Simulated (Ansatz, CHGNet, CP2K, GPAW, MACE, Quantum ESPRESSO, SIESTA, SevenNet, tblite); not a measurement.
# Quantum ESPRESSO on random rutile alloy of IrO2 and SiO2 (96 atoms): settings compared

How far do other settings of Quantum ESPRESSO move the forces in random rutile alloy of IrO2 and SiO2 (96 atoms)? One run of the same program serves as the yardstick.

Program: Quantum ESPRESSO 7.5. Level of theory: the method is named at each step. Results are calculated unless marked as measured.

### Step 1. The structure

The cell holds 96 atoms: 16 Si, 64 O and 16 Ir. Cell: a = 8.677 Å, b = 8.677 Å, c = 11.638 Å, α = 90.0°, β = 90.0°, γ = 90.0°. It derives from IrO2 (rutile), repeated 2×2×4. Rutile IrO2, 2 x 2 x 4 conventional cells, 16 of 32 Ir sites given to Si at random (x = 0.500), lattice by Vegard's rule (cell 4.338, 4.338, 2.909, 90, 90, 90); every coordinate displaced by a Gaussian of 0.07 Å. Then every atom was moved at random, 0.03 Å r.m.s. a Cartesian component.

The yardstick, on the same geometry:

| Quantity | Value |
| --- | --- |
| method | Kohn-Sham DFT, PBE, SSSP efficiency 1.3.0 pseudopotentials, plane waves (Quantum ESPRESSO 7.5); sssp-pbe-1.3.0-efficiency, cutoffs 60/480 Ry, Γ point |
| r.m.s. force component | 3.975 eV/Å |
| longest force | 18.02 eV/Å |
| pressure | 35.13 GPa |
| time | 4.5 min on 4 MPI ranks of Arm Neoverse V2, shared host |
| CPU time | 18 min |

### Step 2. PBE, sg15-1.2, 60/240 Ry

Method: Kohn-Sham DFT, PBE, SG15 1.2 norm-conserving pseudopotentials, plane waves.

Contents of pw.in:

```
&control
  calculation = 'scf'
  pseudo_dir = './pseudo'
  outdir = './tmp'
  disk_io = 'none'
  tprnfor = .true.
  tstress = .true.
/
&system
  ibrav = 0
  nat = 96
  ntyp = 3
  ecutwfc = 60
  ecutrho = 240
  nosym = .true.
  occupations = 'smearing'
  smearing = 'fd'
  degauss = 0.003675
/
&electrons
  conv_thr = 4.8e-07
  electron_maxstep = 100
  mixing_beta = 0.2
  mixing_mode = 'local-TF'
  diagonalization = 'david'
/
ATOMIC_SPECIES
Si 28.085 Si.upf
O 15.999 O.upf
Ir 192.217 Ir.upf
CELL_PARAMETERS angstrom
8.67700 0.00000 0.00000
0.00000 8.67700 0.00000
0.00000 0.00000 11.63800
ATOMIC_POSITIONS crystal
Si 0.01742 0.01099 0.00359
Si 0.24768 0.24184 0.12526
O 0.14278 0.14045 0.98668
O 0.33844 0.35651 0.01146
O 0.10986 0.41512 0.13291
O 0.40971 0.10020 0.12907
Ir 0.99583 0.00065 0.25595
Ir 0.25912 0.24060 0.36626
O 0.15283 0.14961 0.25628
O 0.33470 0.33990 0.24504
O 0.08776 0.39473 0.36870
O 0.40860 0.09455 0.38106
Ir 0.98513 0.99558 0.50355
Ir 0.25777 0.23772 0.63238
O 0.13655 0.13669 0.50957
O 0.34424 0.36646 0.51192
O 0.08530 0.41199 0.61870
O 0.40058 0.09494 0.61201
Si 0.01129 0.00965 0.75262
Ir 0.25873 0.22992 0.87296
O 0.14881 0.15078 0.75154
O 0.34266 0.35133 0.75335
O 0.10822 0.38536 0.87137
O 0.40538 0.08018 0.88119
Si 0.99853 0.48656 0.00656
Si 0.26588 0.73075 0.11655
O 0.16182 0.66739 0.00196
O 0.35097 0.84164 0.00144
O 0.08831 0.90709 0.11896
O 0.41905 0.59568 0.12468
Si 0.01700 0.49900 0.24866
Si 0.25298 0.75029 0.38697
O 0.14003 0.64734 0.25266
O 0.36041 0.85489 0.24865
O 0.10307 0.89932 0.37174
O 0.39391 0.58368 0.37589
Ir 0.98992 0.48973 0.50116
Ir 0.25536 0.75803 0.61865
O 0.14833 0.64142 0.50492
O 0.34958 0.85564 0.49221
O 0.11433 0.90680 0.62790
O 0.41834 0.59601 0.63132
Ir 0.00799 0.50406 0.74960
Si 0.24693 0.75098 0.86901
O 0.14838 0.66789 0.74651
O 0.33627 0.84283 0.75100
O 0.09900 0.88534 0.85900
O 0.41053 0.59674 0.88859
Si 0.50217 0.99431 0.99912
Ir 0.75381 0.25680 0.13279
O 0.65233 0.13856 0.99849
O 0.84221 0.35241 0.98810
O 0.58930 0.40430 0.12074
O 0.90191 0.09805 0.12312
Si 0.51181 0.99710 0.24633
Ir 0.74797 0.26200 0.37443
[... 36 atom lines left out ...]
O 0.64263 0.64652 0.76036
O 0.84252 0.84793 0.74914
O 0.61521 0.91320 0.89068
O 0.91195 0.59612 0.88276
K_POINTS gamma
```

Started as:

```console
OMP_NUM_THREADS=1 mpirun -np 4 pw.x -in pw.in > output.txt
```

Log:

```text
Program PWSCF
     gamma-point specific algorithms are used
     one sub-group per band group will be used
     scalapack distributed-memory algorithm (size of sub-group:  2*  2 procs)
     Parallelization info
     sticks:   dense  smooth     PW     G-vecs:    dense   smooth      PW
     Min        1283    1283    320                92891    92891   11608
     Max        1286    1286    321                92906    92906   11615
     Sum        5137    5137   1281               371581   371581   46439
     bravais-lattice index     =            0
     lattice parameter (alat)  =      16.3972  a.u.
     unit-cell volume          =    5913.0854 (a.u.)^3
     number of atoms/cell      =           96
     number of atomic types    =            3
     number of electrons       =       720.00
     number of Kohn-Sham states=          432
     kinetic-energy cutoff     =      60.0000  Ry
     charge density cutoff     =     240.0000  Ry
     scf convergence threshold =      4.8E-07
     mixing beta               =       0.2000
     number of iterations used =            8  local-TF  mixing
     Exchange-correlation= PBE
                           (   1   4   3   4   0   0   0)
     crystal axes: (cart. coord. in units of alat)
               a(1) = (   1.000000   0.000000   0.000000 )
               a(2) = (   0.000000   1.000000   0.000000 )
               a(3) = (   0.000000   0.000000   1.341247 )
     reciprocal axes: (cart. coord. in units 2 pi/alat)
               b(1) = (  1.000000  0.000000  0.000000 )
               b(2) = (  0.000000  1.000000  0.000000 )
               b(3) = (  0.000000  0.000000  0.745575 )
     PseudoPot. # 1 for Si:
     Pseudo is Norm-conserving, Zval =  4.0
     PseudoPot. # 2 for O :
     Pseudo is Norm-conserving, Zval =  6.0
     PseudoPot. # 3 for Ir:
     Pseudo is Norm-conserving, Zval = 17.0
     atomic species   valence    mass     pseudopotential
     Si                4.00    28.08500     Si( 1.00)
     O                 6.00    15.99900     O ( 1.00)
     Ir               17.00   192.21700     Ir( 1.00)
     No symmetry found
   Cartesian axes
     number of k points=     1  Fermi-Dirac smearing, width (Ry)=  0.0037
                       cart. coord. in units 2pi/alat
        k(    1) = (   0.0000000   0.0000000   0.0000000), wk =   2.0000000
     Dense  grid:   185791 G-vectors     FFT dimensions: (  81,  81, 120)
     Initial potential from superposition of free atoms
     starting charge     718.6756, renormalised to     720.0000
     Starting wfcs are random
     Self-consistent Calculation
     iteration #  1     ecut=    60.00 Ry     beta= 0.20
     total energy              =   -5570.49715262 Ry
     estimated scf accuracy    <      19.32921752 Ry
     iteration #  2     ecut=    60.00 Ry     beta= 0.20
     total energy              =   -5566.40559239 Ry
     estimated scf accuracy    <      11.25831551 Ry
     iteration #  3     ecut=    60.00 Ry     beta= 0.20
     total energy              =   -5568.25547236 Ry
     estimated scf accuracy    <       0.67134125 Ry
     iteration #  4     ecut=    60.00 Ry     beta= 0.20
     total energy              =   -5568.26349022 Ry
     estimated scf accuracy    <       0.41146935 Ry
     iteration #  5     ecut=    60.00 Ry     beta= 0.20
     total energy              =   -5568.23950358 Ry
     estimated scf accuracy    <       0.26616975 Ry
     iteration #  6     ecut=    60.00 Ry     beta= 0.20
     total energy              =   -5568.23992422 Ry
     estimated scf accuracy    <       0.04892490 Ry
[...]
total energy              =   -5568.24000993 Ry
[...]
iteration # 17     ecut=    60.00 Ry     beta= 0.20
     total energy              =   -5568.24001043 Ry
     estimated scf accuracy    <       0.00000163 Ry
     iteration # 18     ecut=    60.00 Ry     beta= 0.20
     total energy              =   -5568.24001036 Ry
     estimated scf accuracy    <       0.00000080 Ry
     iteration # 19     ecut=    60.00 Ry     beta= 0.20
     End of self-consistent calculation
          k = 0.0000 0.0000 0.0000 ( 23220 PWs)   bands (ev):
   -80.6962 -80.4834 -80.0588 -79.9764 -79.8449 -79.7887 -79.7683 -79.7155
   -79.6720 -79.6592 -79.4728 -79.4691 -79.4653 -79.4442 -79.3825 -79.1008
   -38.1551 -38.0331 -37.9807 -37.5864 -37.4533 -37.2251 -37.1903 -37.1771
   -37.1632 -37.0682 -37.0539 -37.0153 -36.9531 -36.9223 -36.8823 -36.8642
   -36.8621 -36.8456 -36.8009 -36.7900 -36.7269 -36.7130 -36.6416 -36.6399
   -36.6330 -36.6156 -36.6105 -36.5880 -36.5662 -36.5614 -36.5530 -36.5485
[...]
19.3310  19.4499  19.5580  19.6315  19.7025  19.7840  19.8189  20.0491
    20.1202  20.2719  20.4631  20.5459  20.7745  20.8502  20.9885  21.1431
    21.1820  21.3373  21.4252  21.5853  21.6379  21.7510  21.7721  21.8044
     the Fermi energy is    14.0512 ev
!    total energy              =   -5568.24001024 Ry
     estimated scf accuracy    <       0.00000026 Ry
     smearing contrib. (-TS)   =      -0.01834444 Ry
     internal energy E=F+TS    =   -5568.22166581 Ry
     The total energy is F=E-TS. E is the sum of the following terms:
     one-electron contribution =   -2488.78547142 Ry
     hartree contribution      =    1674.40993842 Ry
     xc contribution           =    -835.88264341 Ry
     ewald contribution        =   -3917.96348939 Ry
     convergence has been achieved in  19 iterations
     Forces acting on atoms (cartesian axes, Ry/au):
     atom    1 type  1   force =    -0.20272278   -0.16146434   -0.01949914
     atom    2 type  1   force =     0.05985377    0.02019768   -0.00884026
     atom    3 type  2   force =     0.05478186    0.03945771    0.22220084
     atom    4 type  2   force =    -0.08660882   -0.14700957    0.00808077
     atom    5 type  2   force =    -0.05102427   -0.06840737   -0.08256177
     atom    6 type  2   force =    -0.03954014    0.01112752   -0.02938847
[...]
atom   94 type  2   force =     0.08638373    0.05496577   -0.18521951
     atom   95 type  2   force =    -0.15678000    0.06520316   -0.13663760
     atom   96 type  2   force =     0.03470939   -0.02574777    0.04925780
     Total force =     2.582066     Total SCF correction =     0.002587
     Computing stress (Cartesian axis) and pressure
          total   stress  (Ry/bohr**3)                   (kbar)     P=      151.13
   0.00070445   0.00017421   0.00006313          103.63       25.63        9.29
   0.00017421   0.00072809  -0.00013105           25.63      107.11      -19.28
   0.00006313  -0.00013105   0.00164945            9.29      -19.28      242.64
     Message from routine punch:
     Nothing written, as per user request (disk_io='none')
```

Wall time 2.9 min (4 MPI ranks of Arm Neoverse V2, shared host); peak memory 1.6 GiB; 12 min of CPU time.

Banners, paths, timers and routine set-up lines are dropped from the logs unmarked, and long logs keep their key lines alone; longer cuts are marked.

Compared with the plane-wave run:

```
r.m.s. force component                  : 3.912 eV/Å
r.m.s. difference of force components   : 89.07 meV/Å
longest difference of force vectors     : 441 meV/Å
force difference over r.m.s. force      : 2.241 %
slope of forces against the reference's : 0.984
correlation of force components         : 0.9999
pressure                                : 15.11 GPa
pressure difference                     : -20.01 GPa
```

This is a coarse setting, run to see what it loses.

Length of the force difference by element (eV/Å):

```csv
element,atoms,mean,most
Ir,16,0.13,0.32
O,64,0.15,0.44
Si,16,0.073,0.11
```

Local excerpt of 9 atoms (numbers count through the whole input) about Ir61, which bears the longest force; x, y, z are measured from there.

```csv
atom,x,y,z,distance (Å),bonds,Fx,Fy,Fz (eV/Å)
Ir61,0.00,0.00,0.00,0.00,6,6.19,-15.19,6.83
O12,-0.74,0.61,-1.30,1.62,3,-4.29,4.12,-13.66
O63,1.27,1.10,0.00,1.68,3,6.43,6.92,3.33
O18,-0.81,0.62,1.39,1.72,3,0.17,-0.75,8.61
O83,0.98,-0.90,-1.36,1.90,3,1.08,-1.56,-4.31
O40,-1.26,-1.46,-0.01,1.93,3,-0.73,-1.36,-2.62
O89,1.04,-0.96,1.52,2.08,3,-1.37,-0.83,2.48
Si55,0.15,-0.23,-2.87,2.88,6,-0.14,-1.24,-0.57
Si67,0.14,-0.30,2.98,3.00,6,0.48,-0.73,0.78
```

Forces lie 2.2 % from the reference's, at 0.65 times its CPU time.

### Step 3. Summary of results

```
force difference from the reference : QE PBE, sg15-1.2, 60/240 Ry (coarse), 2.2 %
its CPU time                        : 12 min
```

In words: Runs with settings chosen to be coarse differ by 2.2 % (QE PBE, sg15-1.2, 60/240 Ry), their programs' other errors included. In pressure, QE PBE, sg15-1.2, 60/240 Ry misses by -20.0 GPa, at the same functional; a cutoff this low leaves a large Pulay stress. The potentials hold different valence shells: 688 electrons in the reference, 720 in Quantum ESPRESSO with SG15; this bears on time and differences. The reference's pressure holds the uncorrected Pulay stress of its 60 Ry basis, so small pressure differences, and their order, may be the reference's own error. The reference's stress is far from hydrostatic: its diagonal is 30.5, 30.9, 44.0 GPa, compression counted positive. The host structure and its lattice constant were typed by rule, without a check against the phase diagram. The reference's pressure of 35 GPa belongs to a cell and atoms that aren't relaxed at this level. The runs have no spin polarisation, so any moments at edges, vacancies or dangling bonds can't form. The electronic-structure runs sample only Γ, in a cell whose shortest periodic width is 9 Å, which is coarse for a cell with partly filled levels. Spin–orbit coupling is left out, which matters for the levels of the heavy elements.

[Also dropped from logs without a mark: logging warnings of Python, and SIESTA's first energy breakdown and zero terms.]

[Logs are printed without paths, hosts, clocks, repeated set-up lines and the standing remarks that a program may print on its own settings, such as how far it seeks lower states.]

[Hosts, paths, dates, database ids (printed as entryN), source tags and the programs' standing remarks are cut or masked in the printed files.]
